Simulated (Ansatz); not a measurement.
# How fast states decay through Na5IF4, part 3 of 4

Aim: relax a made-up compound, Na5IF4, and see how good a tunnel barrier it would be. It is built by putting I for Cl, F for Br in the Na5Br4Cl structure of space group I4/mmm, with the volume rescaled by atomic radii. The parent structure comes from the Materials Project.

Ansatz 0.2.0; PBE DFT, plane waves, PAW files (the session's first sound run).

So far, decay constant at the filling level, zone centre (Å⁻¹): step 4 (decaying states in the gap) 0.408.

The structure was built from a prototype and need not be the compound's stable phase.

### Step 6. Band edges at another level

This step: PBEsol DFT, plane waves, PAW files (Ansatz 0.2.0).

The edges again with PBEsol, at the same atoms.

input.yaml reads:

```yaml
crystal:
  lattice:
    - [-1.9690078057, 1.9690078057, 12.5745677184]
    - [1.9690078057, -1.9690078057, 12.5745677184]
    - [1.9690078057, 1.9690078057, -12.5745677184]
  atoms:
    - { symbol: Na, position: [0.7948817183, 0.7948817183, 0.0] }
    - { symbol: Na, position: [0.2051182817, 0.2051182817, 0.0] }
    - { symbol: Na, position: [0.6207495067, 0.6207495067, 0.0] }
    - { symbol: Na, position: [0.0, 0.0, 0.0] }
    - { symbol: Na, position: [0.3792504933, 0.3792504933, 0.0] }
    - { symbol: F, position: [0.8834789645, 0.8834789645, 0.0] }
    - { symbol: F, position: [0.2929131033, 0.2929131033, 0.0] }
    - { symbol: F, position: [0.7070868967, 0.7070868967, 0.0] }
    - { symbol: F, position: [0.1165210355, 0.1165210355, 0.0] }
    - { symbol: I, position: [0.5, 0.5, 0.0] }
kpoints:
  mp_grid: { grid: [8, 8, 8] }
  band_path: { path: [VBM, CBM], npoints: 30 }
scf:
  occupations: { method: fixed }
hamiltonian:
  xc: pbesol
output:
  eigenvalues: true
```

Run with:

```
$ ansatz run input.yaml --threads 2 --pin off --max-ram 4096MiB --backend cpu --events-out ev --progress --plain --runs-dir out
```

Numbers of over 12 decimals in the logs are rounded to 6 here.

The program printed:

```text
[...]
Crystal: 10 atoms, lattice volume = 195.006 Å³
Basis set: ecut = 420 eV, 3855 PW (Γ), FFT grids on a1+a3, a2+a3, a3
Bands: 55, of which v1, the nominal top of the filled ones, is band 45 counted from 1 (44 counted from 0)
Symmetry: 16 space group operations
[...]
k-points: 59 of 512
[...]
SCF iter   1: F=—  HF=-18024.014019 eV  |F-HF|=—  |Δ(HF+E_count)|=         —  Δρ=7.80e-3  dr2=7.31e-2  ethr=1.77e-3  ⟨swp⟩=5.6  Hψ=11153  notcnv=0  defer=439
[...]
SCF iter   7: F=-18023.990614 eV  HF=-18023.990614 eV  |F-HF|=1.70e-8  |Δ(HF+E_count)|=   2.97e-7  Δρ=7.10e-6  dr2=9.91e-8  ethr=1.11e-10  ⟨swp⟩=12.7  Hψ=16253  notcnv=0
SCF 1 converged in 7 iterations: F = -18023.990614 eV  dr2 = 9.91e-8
[...]
SCF converged after 7 iterations
Free energy (F): -18023.990614 eV
[...]
Internal energy: -18023.990614 eV  (E = F + TS)
E sigma→0 (E₀):  -18023.990614 eV
Fermi energy:    1.537508 eV
[...]
--- Band table (eV; the first three rows and the last of 59) ---
  k-point 0: bands = [... 41 lower, 0.3498, 0.5239, 1.4127, 1.4127, 5.1501, 6.7143, 6.9162, 7.7389, ... 6 higher]
  k-point 1: bands = [... 41 lower, 0.3068, 0.5779, 0.9116, 1.0014, 5.6595, 6.9953, 7.3903, 8.6585, ... 6 higher]
  k-point 2: bands = [... 41 lower, 0.2165, 0.3862, 0.4307, 0.6289, 6.8595, 7.6500, 8.3533, 9.1621, ... 6 higher]
  k-point 58: bands = [... 41 lower, 0.3654, 0.4348, 1.4126, 1.4126, 5.5296, 5.7334, 7.7386, 7.8052, ... 6 higher]
```

Wall time 24 s (2 threads of Intel Xeon Platinum 8488C (Sapphire Rapids), shared host); peak memory 0.75 GiB; 48 s of CPU time.

Numbers from this step:

```yaml
free_energy: -18023.9906 eV
fermi_energy: 1.538 eV
gap_on_the_k_mesh: 3.613 eV
gap_on_path: 3.613 eV, by band count; negative where bands overlap
direct_gap_on_path: 3.737 eV
edge_places_on_path: 0, 0.8075 1/A along the path
```

The electronic bands at the labelled points (eV, zero at the Fermi level (highest filled level under fixed occupations); v1 is the highest filled band, c1 the lowest empty one):

```
  point     v4     v3     v2     v1    c1    c2    c3    c4
    VBM  -1.19  -1.19  -0.93   0.00  5.44  6.49  6.74  7.03
halfway  -1.19  -1.19  -0.94  -0.06  4.57  5.50  6.15  6.87
    CBM  -1.19  -1.01  -0.12  -0.12  3.61  5.18  5.38  6.20
```

The searched edges give 3.61 eV, as on the mesh.

### Step 7. Complex bands at another level

This step: PBEsol DFT, plane waves, PAW files; complex bands by layer matching along the plane's normal (Ansatz 0.2.0).

The complex bands at that level, over its own gap, at (0, 0) and (-0.5, 0).

input.yaml reads:

```yaml
crystal:
  lattice:
    - [3.938015611, 0.0, 0.0]
    - [0.0, 3.938015611, 0.0]
    - [1.969007806, 1.969007806, 12.574567718]
  atoms:
    - { symbol: Na, position: [0.2051182817, 0.2051182817, 0.5897634366] }
    - { symbol: Na, position: [0.7948817183, 0.7948817183, 0.4102365634] }
    - { symbol: Na, position: [0.3792504933, 0.3792504933, 0.2414990134] }
    - { symbol: Na, position: [0.0, 0.0, 0.0] }
    - { symbol: Na, position: [0.6207495067, 0.6207495067, 0.7585009866] }
    - { symbol: F, position: [0.1165210355, 0.1165210355, 0.766957929] }
    - { symbol: F, position: [0.7070868967, 0.7070868967, 0.5858262066] }
    - { symbol: F, position: [0.2929131033, 0.2929131033, 0.4141737934] }
    - { symbol: F, position: [0.8834789645, 0.8834789645, 0.233042071] }
    - { symbol: I, position: [0.5, 0.5, 0.0] }
kpoints:
  mp_grid: { grid: [6, 6, 6] }
scf:
  occupations: { method: fixed }
hamiltonian:
  xc: pbesol
output:
  eigenvalues: true
  transmission:
    leads: [[0, 0]]
    kpoints: [[0.0, 0.0], [-0.5, 0.0]]
    e_range: [-1.0, 4.61]
    de: 0.14
```

The program printed:

```text
[...]
Crystal: 10 atoms, lattice volume = 195.006 Å³
Basis set: ecut = 420 eV, 3855 PW (Γ)
Bands: 55, of which v1, the nominal top of the filled ones, is band 45 counted from 1 (44 counted from 0)
Symmetry: 16 space group operations
[...]
k-points: 30 of 216
[...]
SCF iter   1: F=—  HF=-18024.013327 eV  |F-HF|=—  |Δ(HF+E_count)|=         —  Δρ=7.80e-3  dr2=7.31e-2  ethr=1.77e-3  ⟨swp⟩=5.6  Hψ=5666  notcnv=0  defer=224
[...]
SCF iter   8: F=-18023.990047 eV  HF=-18023.990047 eV  |F-HF|=1.79e-9  |Δ(HF+E_count)|=   6.38e-8  Δρ=1.36e-6  dr2=3.84e-9  ethr=1.11e-10  ⟨swp⟩=3.7  Hψ=3800  notcnv=0
SCF 1 converged in 8 iterations: F = -18023.990047 eV  dr2 = 3.84e-9
[...]
transmission: 18 of 36 steps passed
transmission: 36 of 36 steps passed
SCF converged after 8 iterations
Free energy (F): -18023.990047 eV
[...]
Internal energy: -18023.990047 eV  (E = F + TS)
E sigma→0 (E₀):  -18023.990047 eV
Fermi energy:    1.538401 eV
[...]
--- Band table (eV; the first three rows and the last of 30) ---
  k-point 0: bands = [... 41 lower, 0.3497, 0.5241, 1.4135, 1.4135, 5.1502, 6.7144, 6.9163, 7.7395, ... 6 higher]
  k-point 1: bands = [... 41 lower, 0.3574, 0.5057, 1.4135, 1.4135, 5.2043, 6.3654, 7.2822, 7.7394, ... 6 higher]
  k-point 2: bands = [... 41 lower, 0.3632, 0.4621, 1.4135, 1.4135, 5.3585, 5.9819, 7.6635, 7.7393, ... 6 higher]
  k-point 29: bands = [... 41 lower, 0.1597, 0.2026, 0.2248, 0.6956, 7.0812, 8.1980, 8.1980, 9.5557, ... 6 higher]
--- Transmission ---
  basis      : 137 plane waves across, 18 finite elements along
  points     : 2, as listed
[...]
crystal 0  : Na5I1F4, at the sites [0, 0], period 12.5746 Å: whole cells are its period
[...]
channels       : 0.000000e0 a spin
[...]
slowest decay  : 0.4032 /Å at (0.0000, 0.0000)
```

Wall time 19 s (2 threads); peak memory 0.6 GiB; 29 s of CPU time.

This step gave:

| Item | Value |
| --- | --- |
| free energy | -18023.9900 eV |
| gap on the k-mesh | 3.612 eV |
| level to which the leads are filled | 1.806 eV from the Fermi level |
| decay constant at the filling level, zone centre | 0.4032 Å⁻¹ |
| decay constant at the filling level, slowest listed point | 0.4032 Å⁻¹ |

K parallel (0, 0); values up to 1.433 1/Å, a degenerate pair printed once or twice; energies at which all values exceed this have no row. Im kz of the slowest decaying states against energy, zero at the highest filled level on the SCF mesh:

```
energy (eV)  decay 1 (Å⁻¹)  decay 2 (Å⁻¹)  decay 3 (Å⁻¹)  decay 4 (Å⁻¹)
      -1.00         0.0718          0.520          0.793              -
      -0.72          0.268          0.670          0.819              -
      -0.44          0.339          0.715          0.838              -
      -0.16          0.380          0.604          0.852              -
      -0.02          0.395          0.716          0.858              -
       0.12          0.407          0.805          0.863              -
       0.40          0.422          0.871          0.901              -
       0.68          0.430          0.877          0.963              -
       0.96          0.432          0.881           1.01           1.42
       1.24          0.428          0.883           1.05           1.39
       1.52          0.418          0.883           1.08           1.36
       1.80          0.403          0.882           1.10           1.33
       2.08          0.383          0.879           1.12           1.30
       2.36          0.356          0.876           1.14           1.27
       2.64          0.323          0.870           1.16           1.24
       2.92          0.279          0.864           1.17           1.21
       3.20          0.220          0.856           1.18           1.19
       3.48          0.128          0.847           1.14           1.20
       3.76          0.837           1.11           1.21           1.42
       4.04          0.025          0.825           1.07           1.22
       4.32          0.811           1.03           1.23           1.40
       4.60          0.795          0.988           1.24           1.39
```

K parallel (-0.5, 0); values up to 1.433 1/Å, a degenerate pair printed once or twice; energies at which all values exceed this have no row. Table of Im kz of the slowest decaying states by energy, zero at the highest filled level on the SCF mesh:

```
energy (eV)  decay 1 (Å⁻¹)  decay 2 (Å⁻¹)  decay 3 (Å⁻¹)
      -1.00          0.547           1.06           1.38
      -0.86          0.561           1.10              -
      -0.72          0.639           1.11              -
      -0.58          0.705           1.10              -
      -0.44          0.777           1.06              -
      -0.30          0.843           1.03              -
      -0.16          0.824           1.07              -
      -0.02          0.800           1.12              -
       0.12          0.787           1.15              -
       0.26          0.780           1.17              -
       0.40          0.776           1.19              -
       0.54          0.773           1.20              -
       0.68          0.771           1.22              -
       0.82          0.770           1.23              -
       0.96          0.768           1.23              -
       1.10          0.767           1.24              -
       1.24          0.765           1.25              -
       1.38          0.763           1.25              -
       1.52          0.761           1.26              -
       1.66          0.759           1.26              -
       1.94          0.752           1.27              -
       2.08          0.748           1.28              -
       2.22          0.743           1.28              -
       2.36          0.738           1.29              -
       2.50          0.733           1.30              -
       2.64          0.726           1.31              -
       2.78          0.719           1.32              -
       2.92          0.712           1.33              -
       3.06          0.704           1.35              -
       3.20          0.694           1.38              -
       3.34          0.684           1.42              -
       3.48          0.674              -              -
       3.76          0.649           1.39              -
       3.90          0.636           1.35              -
       4.04          0.621           1.32              -
       4.18          0.604           1.30              -
       4.32          0.587           1.29              -
       4.46          0.567           1.27              -
       4.60          0.546           1.26              -
```

At +1.80 eV, the grid energy nearest the filling level (the middle of the gap on the SCF mesh), the slowest state at the listed wavevectors decays with κ = 0.403 Å⁻¹, its amplitude falling by e over 2.5 Å; the first such run, plane (001), gave 0.408 Å⁻¹ over as many of its listed wavevectors.

### Step 8. A repeat with changed settings

This step: PBE DFT, plane waves, PAW files; complex bands by layer matching along the plane's normal; changed: output.transmission.bias = [0.5], scf.max_iter = 80 (Ansatz 0.2.0).

This run repeats an earlier one, its twin (the complex run, plane (001)), with two settings changed (scf.max_iter, output.transmission.bias; files written aside). The setting was drawn as a possible misstep, on purpose. Where the input is shown as a difference, that is against the step before, not the twin.

Edit input.yaml of step 7 so:

```diff
@@ -20,4 +20,5 @@
   occupations: { method: fixed }
+  max_iter: 80
 hamiltonian:
-  xc: pbesol
+  xc: pbe
 output:
@@ -26,4 +27,5 @@
     leads: [[0, 0]]
-    kpoints: [[0.0, 0.0], [-0.5, 0.0]]
-    e_range: [-1.0, 4.61]
+    kpoints: [[0.0, 0.0], [0.0, -0.5], [0.5, 0.0]]
+    e_range: [-1.0, 4.65]
     de: 0.14
+    bias: [0.5]
```

The program printed:

```text
Error: YAML parse error: error: line 31 column 5: unknown field `bias`, expected one of leads, temperature, e_range, de, kmesh, mesh_tolerance, kpoints, reduced_basis
  --> <input>:31:5
   |
29 |     e_range: [-1.0, 4.65]
30 |     de: 0.14
31 |     bias: [0.5]
   |     ^ unknown field `bias`, expected one of leads, temperature, e_range, de, kmesh, mesh_tolerance, kpoints, reduced_basis
```

It took 0.02 s on 2 threads; peak memory 0.031 GiB.

The program refused the input before any cycle.

The program's message: “Error: YAML parse error: error: line 31 column 5: unknown field `bias`, expected one of leads, temperature, e_range, de, kmesh, mesh_tolerance, kpoints, reduced_basis”

The change that led to it: output.transmission.bias = [0.5].

[end of part 3 of 4]

[Logs are printed without paths, hosts, clocks, repeated set-up lines and the standing remarks that a program may print on its own settings, such as how far it seeks lower states.]

[Hosts, paths, dates, database ids (printed as entryN), source tags and the programs' standing remarks are cut or masked in the printed files.]
